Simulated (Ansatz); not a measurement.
**Changed inputs in constrained RPA: SrAgO3 (cubic perovskite) (Pm-3m)**

Wanted: the sensitivity and cost of U and J for SrAgO3 (cubic perovskite) (Pm-3m).

Method: constrained RPA on LDA, plane waves, PAW, in Ansatz 0.2.0.

The structure was built from a prototype and need not be the compound's stable phase.

## 1. The structure

It takes space group Pm-3m (No. 221, cubic). Conventional cell: a = 3.962 Å, b = 3.962 Å, c = 3.962 Å, α = 90.00°, β = 90.00°, γ = 90.00°. Nearest to Sr lie 12 O at 2.80 Å. Nearest to Ag lie 6 O at 1.98 Å. O has 2 Ag at 1.98 Å and 4 Sr at 2.80 Å nearest. Farther neighbours and most contacts between anions are not listed.

The structure was relaxed with LDA. The structure type comes from a generator and need not be one that this composition takes. The structure was generated from a model, not taken from a measurement. The runs that relaxed it are not among those shown. The program's search for lower electronic states was switched off, so nothing shows that the state found is the lowest. The default PAW set here is soft_2. Its files were made with PBE.

## 2. Base: Ag d + anion p, bands v13 to c1, 4×4×4 mesh, medium accuracy

Constrained RPA screens the interaction with every transition except those inside the target bands, which a later many-body model would treat itself.

File input.yaml:

```yaml
crystal:
  lattice:
    - [0.0, -3.96201305, 0.0]
    - [0.0, 0.0, 3.96201305]
    - [-3.96201305, 0.0, 0.0]
  atoms:
    - { symbol: Sr, position: [0.0, 0.0, 0.0] }
    - { symbol: Ag, position: [0.5, 0.5, 0.5] }
    - { symbol: O, position: [0.5, 0.5, 0.0] }
    - { symbol: O, position: [0.5, 0.0, 0.5] }
    - { symbol: O, position: [0.0, 0.5, 0.5] }
kpoints:
  mp_grid: { grid: [8, 8, 8] }
hamiltonian:
  xc: lda
scf:
  occupations: { method: gaussian, width: 0.08 }
  n_extra_bands: 19
  max_iter: 150
  lower_state_search: "off"
output:
  crpa:
    kmesh: [4, 4, 4]
    target_bands: [v13, c1]
    projections: [{ species: Ag, l: d, shell: 4 }, { species: O, l: p, shell: 2 }]
  local_orbitals:
    kmesh: [8, 8, 8]
    orbitals: [{ species: Ag, l: d, shell: 4 }, { species: O, l: p, shell: 2 }]
    window: { bands: [v13, c1] }
    seedname: lo
```

Run with:

```sh
ansatz run input.yaml --threads 4 --pin off --max-ram 9216MiB --backend cpu --events-out ev --progress --plain --runs-dir out
```

Numbers of over 12 decimals in the logs are rounded to 6 here.

The program printed:

```text
scf.n_extra_bands = 19 over 24 filled bands (N_el = 47.0): the run solves 43 bands
Engine: ansatz 0.2.0, aarch64-unknown-linux-gnu
Pseudopotentials: kind: paw
Pseudopotential: Sr, paw, valence charge 10, recommended cutoff 420 eV (normal), Sr.paw.azcp
Pseudopotential: Ag, paw, valence charge 19, recommended cutoff 420 eV (normal), Ag.paw.azcp
Pseudopotential: O, paw, valence charge 6, recommended cutoff 420 eV (normal), O.paw.azcp
Functional definition: SPW92
  exchange = slater_x
  correlation = pw_c
Crystal: 5 atoms, lattice volume = 62.194 Å³
Basis set: ecut = 420 eV, 1213 PW (Γ)
Bands: 43, of which v1, the nominal top of the filled ones, is band 24 counted from 1 (23 counted from 0)
Symmetry: 48 space group operations
Space group: Pm-3m (ITA 221), of the structure as read, at distance tolerance 4.0e-5 Å
k-points: 35 of 512
Non-local potential: Sr, projectors of the file, l = 0: 3, l = 1: 2, l = 2: 2
Non-local potential: Ag, projectors of the file, l = 0: 3, l = 1: 2, l = 2: 2, l = 3: 1
Non-local potential: O, projectors of the file, l = 0: 2, l = 1: 2, l = 2: 1
PAW form: soft (Blöchl's): semilocal exchange-correlation on the pseudo side does not see the compensation charge
PAW frozen core: Sr, regenerated for the run's functional, and the local potential with it (the file was generated under x = pbe(κ = 0.804, μ = 0.219515), c = pbe(β = 0.066725))
PAW frozen core: Ag, regenerated for the run's functional, and the local potential with it (the file was generated under x = pbe(κ = 0.804, μ = 0.219515), c = pbe(β = 0.066725))
PAW frozen core: O, regenerated for the run's functional, and the local potential with it (the file was generated under x = pbe(κ = 0.804, μ = 0.219515), c = pbe(β = 0.066725))
PAW one-centre angular grid: Sr, 110 points (default); XC on 64 Gauss nodes
PAW one-centre angular grid: Ag, 590 points (default); XC on 64 Gauss nodes
PAW one-centre angular grid: O, 110 points (default); XC on 64 Gauss nodes
Initial density: superposition of atomic densities (neutral atoms: chi_scale 0, normalization atom), corrected by the library's trained network
Initial wavefunctions: pseudopotential atomic-orbital guess
Functional: x = slater, c = lda
SCF iter   1: F=—  HF=-12566.371219 eV  |F-HF|=—  |Δ(HF+E_count)|=         —  Δρ=2.14e-2  dr2=3.18e-1  ethr=1.77e-3  ⟨swp⟩=7.8  Hψ=7395  notcnv=0  defer=319
preconditioner: auto → Resta (q_TF=auto, 2.604 Å⁻¹)  ε∞=3.0  [insulator: Δε(μ)=0.282 eV  Ē_g=20.309 eV  σ=0.080 eV  W_gap=0.81  n_scr=18 (ndim 8)  ℏωp=28.6 eV  f_vac=0.005  D(μ)=0.94/eV (n_scr^D=6)  ε∞_Penn≈3.0]
SCF iter   2: F=—  HF=-12566.292922 eV  |F-HF|=—  |Δ(HF+E_count)|=   7.83e-2  Δρ=9.06e-3  dr2=6.72e-2  ethr=6.76e-4  ⟨swp⟩=2.0  Hψ=2036  notcnv=0  defer=401
[...]
Fermi energy:    10.075908 eV
--- Per-component energies (eV) ---
  E_band       = -378.374623
  E_kinetic    = 1290.283612
  E_local      = -4536.888630  (includes V_loc(G=0)·N_el)
  E_nonlocal   = 441.124174
  E_hartree    = 1830.571747
  E_xc         = -573.538008
  E_vxc        = -677.120813  (∫ρ·V_xc dr)
  E_paw        = -6802.640868  (= ΣΔE_a)
  E_vpaw       = -556.929093  (= ΣTr[D̂ρ^β])
  E_aug_tail   = 0.007616  (compensation charges beyond the density's cutoff)
  E_ewald      = -4216.494577
  E_core_change = 1.309707  (= ΣΔE_core)
  E_smearing   = -0.003905  (= −TS)
  E_closure    = -0.000000  (closes the sum)
  Σ components = -12566.269132   (vs F -12566.269132, Δ=0.00e0)
--- Band table (eV; the first three rows and the last of 35) ---
  k-point 0: bands = [... 20 lower, 8.9751, 8.9751, 9.3465, 9.3465, 9.3465, 15.6347, 15.6347, 15.6512, ... 15 higher]
  k-point 1: bands = [... 20 lower, 9.0197, 9.0197, 9.3775, 9.3775, 9.5180, 15.8659, 15.8896, 16.0284, ... 15 higher]
  k-point 2: bands = [... 20 lower, 9.0241, 9.0241, 9.5648, 9.5648, 10.1638, 16.4643, 16.5043, 17.0418, ... 15 higher]
  k-point 34: bands = [... 20 lower, 10.0815, 10.0815, 10.0815, 13.6613, 13.6613, 16.9164, 16.9164, 16.9164, ... 15 higher]
--- cRPA (band scheme, projected local orbitals): target bands 12..25 (1-based), 14 Wannier function(s), 4×4×4 mesh, 50 bands' worth read of 55 solved, ecut_chi 136.0 eV, v(q+G=0) probe_charge, pair densities all_electron ---
  bands read: the sum over 50 bands ends inside a degenerate multiplet in 1 slot, whose members it reads at an even weight; the widest, k=42: bands 49 to 51 (counted from 1) at 2/3 each
  χ-basis size per q: N_G = 208..251
  window electrons = 25.0000, filled by tetrahedron_uncorrected; constrained ε̄⁻¹(q = 0, 0) head = 0.350355; min gauge Gram eig = 0.7499
  Kanamori averages over each shell's own Wannier functions (sites counted from 0, functions from 1):
  Each shell's averages of U are screened by what lies outside the whole window alone: parameters of one model of all the shells.
    Site 1, 4D, 5 of 5 d orbitals (Wannier functions 1, 2, 3, 4, 5; wannier90's mr 1, 2, 3, 4, 5):
      screened: U = 8.9247 eV, U' = 7.7192 eV, J = 0.6033 eV
      screened, to within: U = 2.9e-2 eV, U' = 2.9e-2 eV, J = 8.3e-4 eV
      bare: V = 19.7376 eV, V' = 18.1982 eV, J = 0.7642 eV
    Site 2, 2P, 3 of 3 p orbitals (Wannier functions 6, 7, 8; wannier90's mr 1, 2, 3):
      screened: U = 7.3847 eV, U' = 5.9791 eV, J = 0.7009 eV
      screened, to within: U = 1.3e-2 eV, U' = 1.3e-2 eV, J = 1.1e-3 eV
      bare: V = 18.8017 eV, V' = 17.0041 eV, J = 0.8961 eV
    Site 3, 2P, 3 of 3 p orbitals (Wannier functions 9, 10, 11; wannier90's mr 1, 2, 3):
      screened: U = 7.3847 eV, U' = 5.9791 eV, J = 0.7009 eV
      screened, to within: U = 1.3e-2 eV, U' = 1.3e-2 eV, J = 1.1e-3 eV
      bare: V = 18.8017 eV, V' = 17.0041 eV, J = 0.8961 eV
    Site 4, 2P, 3 of 3 p orbitals (Wannier functions 12, 13, 14; wannier90's mr 1, 2, 3):
      screened: U = 7.3847 eV, U' = 5.9791 eV, J = 0.7009 eV
      screened, to within: U = 1.3e-2 eV, U' = 1.3e-2 eV, J = 1.1e-3 eV
      bare: V = 18.8017 eV, V' = 17.0041 eV, J = 0.8961 eV
  Hermiticity witness max|P − P†| over intra, direct and exchange elements: 1.07e-14 eV (screened), 1.78e-15 eV (bare)
  Reality witness max|Im| over intra, direct and exchange elements: 3.72e-9 eV (screened), 2.39e-12 eV (bare)
[key lines of the parts left out:]
SCF converged after 6 iterations
Free energy (F): -12566.269132 eV
```

Run time: 2.8 min. Hardware: 4 threads of Arm Neoverse V1, shared host; peak memory 0.71 GiB; 10 min of CPU time.

This step gave:

```
U                                                 : 8.925 eV
U prime (inter-orbital)                           : 7.719 eV
J                                                 : 0.6033 eV
bare V                                            : 19.74 eV
bare J                                            : 0.7642 eV
stated bound on U                                 : 0.02822 eV
U over bare V                                     : 0.4522
electrons in the window                           : 25.00
head of the constrained inverse dielectric matrix : 0.3504
least eigenvalue of the projection's overlap      : 0.7499
target functions                                  : 14
bands in the sums                                 : 50
r.m.s. miss of the model bands                    : 1.25e-4 eV
width of the target bands                         : 11.32 eV
weight of the projected orbitals in the window    : 0.9501
```

On the Ag d shell, screening brings the on-site interaction from 19.7 eV down to U = 8.92 eV.

## 3. Changed: 2×2×2 mesh

input.yaml, the sections that differ from step 2:

```yaml
output:
  crpa:
    kmesh: [2, 2, 2]
    target_bands: [v13, c1]
    projections: [{ species: Ag, l: d, shell: 4 }, { species: O, l: p, shell: 2 }]
# crystal, kpoints, hamiltonian, scf: as in step 2
```

The program printed:

```text
[...]
Crystal: 5 atoms, lattice volume = 62.194 Å³
Basis set: ecut = 420 eV, 1213 PW (Γ)
Bands: 43, of which v1, the nominal top of the filled ones, is band 24 counted from 1 (23 counted from 0)
Symmetry: 48 space group operations
[...]
k-points: 35 of 512
[...]
SCF iter   1: F=—  HF=-12566.371219 eV  |F-HF|=—  |Δ(HF+E_count)|=         —  Δρ=2.14e-2  dr2=3.18e-1  ethr=1.77e-3  ⟨swp⟩=7.8  Hψ=7395  notcnv=0  defer=319
[...]
SCF iter   6: F=-12566.269132 eV  HF=-12566.269132 eV  |F-HF|=7.00e-9  |Δ(HF+E_count)|=   2.40e-7  Δρ=1.35e-5  dr2=8.51e-8  ethr=2.13e-10  ⟨swp⟩=10.6  Hψ=8984  notcnv=0
SCF 1 converged in 6 iterations: F = -12566.269132 eV  dr2 = 8.51e-8
[...]
NSCF: frozen V_eff on 4 k-points
[...]
cRPA screening: q 1/8
cRPA screening: q 2/8
cRPA screening: q 5/8 (q-point 4)
cRPA screening: q 8/8
SCF converged after 6 iterations
Free energy (F): -12566.269132 eV
[...]
χ-basis size per q: N_G = 208..251
[...]
screened: U = 8.9094 eV, U' = 7.7007 eV, J = 0.6040 eV
      screened, to within: U = 2.4e-2 eV, U' = 2.4e-2 eV, J = 8.8e-4 eV
      bare: V = 19.8427 eV, V' = 18.2997 eV, J = 0.7663 eV
    Site 2, 2P, 3 of 3 p orbitals (Wannier functions 6, 7, 8; wannier90's mr 1, 2, 3):
      screened: U = 7.4486 eV, U' = 6.0318 eV, J = 0.7051 eV
      screened, to within: U = 1.2e-2 eV, U' = 1.2e-2 eV, J = 1.1e-3 eV
      bare: V = 18.9669 eV, V' = 17.1604 eV, J = 0.8991 eV
    Site 3, 2P, 3 of 3 p orbitals (Wannier functions 9, 10, 11; wannier90's mr 1, 2, 3):
      screened: U = 7.4486 eV, U' = 6.0318 eV, J = 0.7051 eV
      screened, to within: U = 1.2e-2 eV, U' = 1.2e-2 eV, J = 1.1e-3 eV
      bare: V = 18.9669 eV, V' = 17.1604 eV, J = 0.8991 eV
    Site 4, 2P, 3 of 3 p orbitals (Wannier functions 12, 13, 14; wannier90's mr 1, 2, 3):
      screened: U = 7.4486 eV, U' = 6.0318 eV, J = 0.7051 eV
      screened, to within: U = 1.2e-2 eV, U' = 1.2e-2 eV, J = 1.1e-3 eV
      bare: V = 18.9669 eV, V' = 17.1604 eV, J = 0.8991 eV
[...]
[key lines of the parts left out:]
Fermi energy:    10.075908 eV
```

It took 17 s on 4 threads; peak memory 0.61 GiB.

Numbers from this step:

```
U                                                 : 8.909 eV
U prime (inter-orbital)                           : 7.701 eV
J                                                 : 0.6040 eV
bare V                                            : 19.84 eV
bare J                                            : 0.7663 eV
stated bound on U                                 : 0.02315 eV
U over bare V                                     : 0.4490
electrons in the window                           : 25.00
head of the constrained inverse dielectric matrix : 0.3326
least eigenvalue of the projection's overlap      : 0.7499
target functions                                  : 14
bands in the sums                                 : 50
width of the target bands                         : 11.32 eV
weight of the projected orbitals in the window    : 0.9501
```

On the Ag d shell, screening brings the on-site interaction from 19.8 eV down to U = 8.91 eV.

## 4. Changed: accuracy low

input.yaml: that of step 3 with these lines changed.

```diff
@@ -22,4 +22,5 @@
   crpa:
-    kmesh: [2, 2, 2]
+    kmesh: [4, 4, 4]
     target_bands: [v13, c1]
     projections: [{ species: Ag, l: d, shell: 4 }, { species: O, l: p, shell: 2 }]
+    accuracy: low
```

The program printed:

```text
[...]
Crystal: 5 atoms, lattice volume = 62.194 Å³
Basis set: ecut = 420 eV, 1213 PW (Γ)
Bands: 43, of which v1, the nominal top of the filled ones, is band 24 counted from 1 (23 counted from 0)
Symmetry: 48 space group operations
[...]
k-points: 35 of 512
[...]
screened: U = 7.3459 eV, U' = 5.9445 eV, J = 0.6992 eV
      screened, to within: U = 1.5e-1 eV, U' = 1.5e-1 eV, J = 1.3e-2 eV
      bare: V = 18.8017 eV, V' = 17.0041 eV, J = 0.8961 eV
    Site 4, 2P, 3 of 3 p orbitals (Wannier functions 12, 13, 14; wannier90's mr 1, 2, 3):
      screened: U = 7.3459 eV, U' = 5.9445 eV, J = 0.6992 eV
      screened, to within: U = 1.5e-1 eV, U' = 1.5e-1 eV, J = 1.3e-2 eV
      bare: V = 18.8017 eV, V' = 17.0041 eV, J = 0.8961 eV
[...]
[key lines of the parts left out:]
SCF converged after 6 iterations
Free energy (F): -12566.269132 eV
Fermi energy:    10.075908 eV
```

Wall time 72 s (4 threads); peak memory 0.66 GiB.

This step gave:

| Quantity | Value |
| --- | --- |
| U | 8.861 eV |
| U prime (inter-orbital) | 7.660 eV |
| J | 0.6010 eV |
| bare V | 19.74 eV |
| bare J | 0.7642 eV |
| stated bound on U | 0.2782 eV |
| U over bare V | 0.4489 |
| electrons in the window | 25.00 |
| head of the constrained inverse dielectric matrix | 0.3501 |
| least eigenvalue of the projection's overlap | 0.7499 |
| target functions | 14 |
| bands in the sums | 50 |
| width of the target bands | 11.32 eV |
| weight of the projected orbitals in the window | 0.9501 |

On the Ag d shell, screening brings the on-site interaction from 19.7 eV down to U = 8.86 eV.

## 5. Changed: sums over states

input.yaml: that of step 4 with these lines changed.

```diff
@@ -25,2 +25,4 @@
     projections: [{ species: Ag, l: d, shell: 4 }, { species: O, l: p, shell: 2 }]
-    accuracy: low
+    accuracy: sum_over_states
+    n_empty_bands: 24
+    ecut_chi: 70
```

The program printed:

```text
[...]
Crystal: 5 atoms, lattice volume = 62.194 Å³
Basis set: ecut = 420 eV, 1213 PW (Γ)
Bands: 43, of which v1, the nominal top of the filled ones, is band 24 counted from 1 (23 counted from 0)
Symmetry: 48 space group operations
[...]
k-points: 35 of 512
[...]
screened: U = 7.9788 eV, U' = 6.4208 eV, J = 0.7722 eV
      bare: V = 18.8017 eV, V' = 17.0041 eV, J = 0.8961 eV
    Site 3, 2P, 3 of 3 p orbitals (Wannier functions 9, 10, 11; wannier90's mr 1, 2, 3):
      screened: U = 7.9788 eV, U' = 6.4208 eV, J = 0.7722 eV
      bare: V = 18.8017 eV, V' = 17.0041 eV, J = 0.8961 eV
    Site 4, 2P, 3 of 3 p orbitals (Wannier functions 12, 13, 14; wannier90's mr 1, 2, 3):
      screened: U = 7.9788 eV, U' = 6.4208 eV, J = 0.7722 eV
      bare: V = 18.8017 eV, V' = 17.0041 eV, J = 0.8961 eV
[...]
[key lines of the parts left out:]
SCF converged after 6 iterations
Free energy (F): -12566.269132 eV
Fermi energy:    10.075908 eV
```

Wall time 19 s (4 threads); peak memory 0.61 GiB; 71 s of CPU time.

This variant gives U = 10.19 eV against 8.92 eV. It is a finite sum over empty states with no bound on its error and stays out of the table below.

[end of part 1 of 2]

[Paths, hosts, dates, memory and timing lines, banners, echoed tables and standing remarks are left out of the program output.]

[Logs are printed without paths, hosts, clocks, repeated set-up lines and the standing remarks that a program may print on its own settings, such as how far it seeks lower states.]

[Runs of the session that timed out or met a known fault of the program may be left out.]

[Hosts, paths, dates, database ids (printed as entryN), source tags and the programs' standing remarks are cut or masked in the printed files.]
